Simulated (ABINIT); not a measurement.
# Quasiparticle gap of SrTiO3 (Tausonite) in ABINIT, part 2 of 2

Aim: the G0W0 gap of SrTiO3 (Tausonite) on PBE, step by step.

ABINIT 10.8.3; PBE and many-body steps on it, plane waves. Known limits of the many-body steps: not at the basis limit; no spin-orbit coupling; coarse k mesh.

So far. Step 3 (Empty states on the mesh, 4×4×4 mesh, 143 bands): On this mesh the gap is 1.908 eV. Step 4 (Screening, 4×4×4 mesh, 135 bands, screening to 149.7 eV): Local fields lower ε∞ by 5 %. On a Γ-centred mesh this coarse the value itself is usually too large, while a short band sum pulls it down.

## (5) Self-energy, 4×4×4 mesh, 135 bands, screening to 149.7 eV

The self-energy is evaluated for the states that the input lists, and the levels follow from it, in one-shot runs by the linearised quasiparticle equation.

This step: G0W0 on PBE, plane waves, norm-conserving pseudopotentials.

run.abi

```
acell 3*1.0 Angstrom
rprim 
  3.905280000000 0.000000000000 0.000000000000
  0.000000000000 3.905280000000 0.000000000000
  0.000000000000 0.000000000000 3.905280000000
ntypat 3
znucl 38 22 8
natom 5
typat 1 2 3 3 3
xred 
  0.500000000000 0.500000000000 0.500000000000
  0.000000000000 0.000000000000 0.000000000000
  0.500000000000 0.000000000000 0.000000000000
  0.000000000000 0.500000000000 0.000000000000
  0.000000000000 0.000000000000 0.500000000000
pp_dirpath "pseudos"
pseudos "Sr.upf, Ti.upf, O.upf"
ecut 38
ngkpt 4 4 4
nshiftk 1
shiftk 0 0 0
kptopt 1
chksymbreak 0
istwfk *1
occopt 1
irdwfk 1
optdriver 4
nband 135
gwcalctyp 0
ecutsigx 38
symsigma 1
nkptgw 2
kptgw 
  0.5000000000 0.5000000000 0.5000000000
  0.0000000000 0.0000000000 0.0000000000
bdgw 
  18 23
  18 23
ecuteps 5.5
irdscr 1
ppmodel 1
indata_prefix "in"
outdata_prefix "out"
tmpdata_prefix "tmp"
```

On the command line:

```sh
$ OMP_NUM_THREADS=1 mpirun -n 4 abinit run.abi > log
```

Numbers of over 12 decimals in the logs are rounded to 6 here.

Output:

```text
.Version 10.8.3 of ABINIT. v10.8.2 released Aug 2026.

 Symmetries : space group Pm -3 m (#221); Bravais cP (primitive cubic)
[... echo of the input left out ...]
== DATASET  1 ==================================================================
-   mpi_nproc: 4, omp_nthreads: 1 (-1 if OMP is not activated)

--- !DatasetInfo
iteration_state: {dtset: 1, }
dimensions: {natom: 5, nkpt: 10, mband: 135, nsppol: 1, nspinor: 1, nspden: 1, mpw: 4632, }
cutoff_energies: {ecut:  38.0, pawecutdg:  -1.0, }
electrons: {nelect:   4.00000000E+01, charge:   0.00000000E+00, occopt:   1.00000000E+00, tsmear:   1.00000000E-02, }

 SIGMA: Calculation of the GW corrections

 Based on a program developped by R.W. Godby, V. Olevano, G. Onida, and L. Reining.
 Incorporated in ABINIT by V. Olevano, G.-M. Rignanese, and M. Torrent.
.Using double precision arithmetic ; gwpc =  8

[... cell and pseudopotentials left out ...]
--------------------------------------------------------------------------------

 ==== K-mesh for the wavefunctions ====
 Number of points in the irreducible wedge :    10
[... list of points left out ...]
 Together with 48 symmetry operations and time-reversal symmetry
 yields    64 points in the full Brillouin Zone.

 ==== Q-mesh for screening function ====
 Number of points in the irreducible wedge :    10
[... list of points left out ...]
 Together with 48 symmetry operations and time-reversal symmetry
 yields    64 points in the full Brillouin Zone.

 vcoul_init : cutoff-mode = AUXILIARY_FUNCTION
 q-points for optical limit:   1
     1)      0.000010    0.000020    0.000030
 setmesh: FFT mesh size selected  =    45x   45x   45
          total number of points  =        91125

 Number of electrons calculated from density =   40.0000; Expected =   40.0000
 average of density, n =  0.099519
 r_s =    1.3387
 omega_plasma =   30.4305 [eV]

 === KS Band Gaps ===
  >>>> For spin  1
   Minimum direct gap =   2.2628 [eV], located at k-point      :   0.0000  0.0000  0.0000
   Fundamental gap    =   1.9077 [eV], Top of valence bands at :   0.5000  0.5000  0.5000
                                       Bottom of conduction at :   0.0000  0.0000  0.0000
 SIGMA fundamental parameters:
 PLASMON POLE MODEL  1
 number of plane-waves for SigmaX                 4457
 number of plane-waves for SigmaC and W            251
 number of plane-waves for wavefunctions          4457
 number of bands                                   135
 number of independent spin polarizations            1
 number of spinorial components                      1
 number of k-points in IBZ                          10
 number of q-points in IBZ                          10
 number of symmetry operations                      48
 number of k-points in BZ                           64
 number of q-points in BZ                           64
 number of frequencies for dSigma/dE                 9
 frequency step for dSigma/dE [eV]                0.25
 number of omega for Sigma on real axis              0
 max omega for Sigma on real axis  [eV]           0.00
 zcut for avoiding poles [eV]                     0.10

 EPSILON^-1 parameters (SCR file):
 dimension of the eps^-1 matrix on file            251
 dimension of the eps^-1 matrix used               251
 number of plane-waves for wavefunctions          4457
 number of bands                                   135
 number of q-points in IBZ                          10
 number of frequencies                               2
 number of real frequencies                          1
 number of imag frequencies                          1

 matrix elements of self-energy operator (all in [eV])

 Perturbative Calculation

--- !SelfEnergy_ee
iteration_state: {dtset: 1, }
kpoint     : [   0.500,    0.500,    0.500, ]
spin       : 1
KS_gap     :    4.517
QP_gap     :    6.412
Delta_QP_KS:    1.895
data: !SigmaeeData |
     Band     E0 <VxcDFT>   SigX SigC(E0)      Z dSigC/dE  Sig(E)    E-E0       E
       18   6.925 -20.195 -25.189   4.928   0.769  -0.300 -20.245  -0.051   6.875
       19   6.925 -20.195 -25.189   4.928   0.769  -0.300 -20.245  -0.051   6.875
       20   6.925 -20.195 -25.189   4.928   0.769  -0.300 -20.245  -0.051   6.875
       21  11.442 -21.983 -12.959  -6.518   0.736  -0.359 -20.139   1.845  13.286
       22  11.442 -21.983 -12.959  -6.518   0.736  -0.359 -20.139   1.845  13.286
       23  11.442 -21.983 -12.959  -6.518   0.736  -0.359 -20.139   1.845  13.286

--- !SelfEnergy_ee
iteration_state: {dtset: 1, }
kpoint     : [   0.000,    0.000,    0.000, ]
spin       : 1
KS_gap     :    2.263
QP_gap     :    3.848
Delta_QP_KS:    1.585
data: !SigmaeeData |
     Band     E0 <VxcDFT>   SigX SigC(E0)      Z dSigC/dE  Sig(E)    E-E0       E
       18   6.570 -20.542 -25.366   4.744   0.774  -0.292 -20.604  -0.062   6.508
       19   6.570 -20.542 -25.366   4.744   0.774  -0.292 -20.604  -0.062   6.508
       20   6.570 -20.542 -25.366   4.744   0.774  -0.292 -20.604  -0.062   6.508
       21   8.833 -18.883 -11.450  -5.484   0.781  -0.280 -17.360   1.523  10.356
       22   8.833 -18.883 -11.450  -5.484   0.781  -0.280 -17.360   1.523  10.356
       23   8.833 -18.883 -11.450  -5.484   0.781  -0.280 -17.360   1.523  10.356

== END DATASET(S) ==============================================================
================================================================================

 -outvars: echo values of variables after computation  --------
           etotal      0.0000000000E+00
            nband         135
             nkpt          10
          spgroup         221
 [... the other variables as echoed above ...]

 Calculation completed.
```

Elapsed: 17 s, on 4 MPI ranks of Arm Neoverse V1, shared host; peak memory 1 GiB; 68 s of CPU time.

This step gave:

```yaml
g0w0_gap_on_the_points_computed: 3.481 eV
starting_gap_on_the_mesh: 1.908 eV
k_of_the_valence_top: 0.5, 0.5, 0.5
k_of_the_conduction_bottom: 0, 0, 0
z_at_the_valence_top: 0.769
z_at_the_conduction_bottom: 0.781
least_direct_g0w0_gap_on_the_computed_points: 3.848 eV
```

The gap on the mesh goes from 1.91 eV to 3.48 eV, a correction of +1.57 eV.

Limits: finite bands, cutoff and mesh; no spin-orbit coupling; coarse k mesh. v1 is the top filled band, c1 the lowest empty one. The levels before and after the correction (eV, zero at the valence-band top of each column):

```csv
,conduction bottom,valence top
Kohn-Sham,1.91,0.00
G0W0,3.48,0.00
```

|  | level | energy (eV) |
| --- | --- | --- |
| Kohn-Sham | (0.5 0.5 0.5) v3-v1 | 0.000 |
| Kohn-Sham | (0.5 0.5 0.5) c1-c3 | 4.517 |
| Kohn-Sham | Γ v3-v1 | -0.355 |
| Kohn-Sham | Γ c1-c3 | 1.908 |
| G0W0 | (0.5 0.5 0.5) v3-v1 | 0.000 |
| G0W0 | (0.5 0.5 0.5) c1-c3 | 6.411 |
| G0W0 | Γ v3-v1 | -0.367 |
| G0W0 | Γ c1-c3 | 3.481 |

## (6) Where the time went

Times are wall times on 4 MPI ranks of Arm Neoverse V1, shared host, good to a factor of about two.

```csv
step,time,share,memory (GiB)
ground state,38 s,11 %,0.34
empty states on the mesh,3.3 min,58 %,4.6
screening,89 s,26 %,1.1
self-energy,17 s,5 %,1.0
```

## (7) Results

- PBE gap: 1.91 eV, indirect
- G0W0 gap on the mesh: 3.48 eV
- GW settings: 4×4×4 mesh, 135 bands, screening to 149.7 eV, Godby-Needs plasmon pole
- known limits: not at the basis limit; no spin-orbit coupling; coarse k mesh

**Reading.** G0W0 moves the gap on the mesh from 1.91 eV to 3.48 eV (+1.57 eV), with Z of 0.77 and 0.78 at the edges. Local fields lower the RPA ε∞ on this mesh from 6.77 to 6.40; a Γ-centred mesh this coarse tends to raise both, most where the direct gap is narrow, while a short band sum lowers them. Only 2 of the mesh's irreducible points were corrected, so a valley elsewhere could overtake. The dearest step here is «empty states on the mesh». Against experiment, by G0W0@PBE: the direct gap of 3.85 eV lies +0.08 eV from the measured 3.77 eV (direct, 300 K, 2013). An exciton line or allowed optical edge lies below the quasiparticle gap by the binding energy; a forbidden edge can push the onset above it. The calculation has static nuclei and no excitons; a measured gap holds zero-point and thermal motion, which mostly lowers it. Bands and cutoff are finite, so the gap is not at the basis limit. The miss can reach some tenths of an eV and take either sign; the mesh is an error of its own. In the G0W0 run levels were corrected at 2 k points alone, so a gap called «on the mesh» is the least over those, and an edge elsewhere would be missed. The 4×4×4 mesh is coarse for this cell, which bears on the long-range parts of exchange and screening. This is the ideal cubic cell; many perovskites, halides above all, are cubic only on average, and local tilts or off-centring can widen the gap. The many-body steps are scalar-relativistic: spin-orbit coupling is not in them.

[Paths, hosts, dates, memory and timing lines, banners, echoed tables and standing remarks are left out of the program output.]

[Logs are printed without paths, hosts, clocks, repeated set-up lines and the standing remarks that a program may print on its own settings, such as how far it seeks lower states.]

[Runs of the session that timed out or met a known fault of the program may be left out.]

[Hosts, paths, dates, database ids (printed as entryN), source tags and the programs' standing remarks are cut or masked in the printed files.]

[G0W0 gaps are taken among the corrected bands and points alone; a level outside them can change the order at an edge.]

[Where Ansatz stands beside ABINIT at settings called matched, ABINIT's density can come from a denser mesh and the files from another edition; pairs whose starting gaps differed by over 0.03 eV were left out, so agreement reads better than it is.]
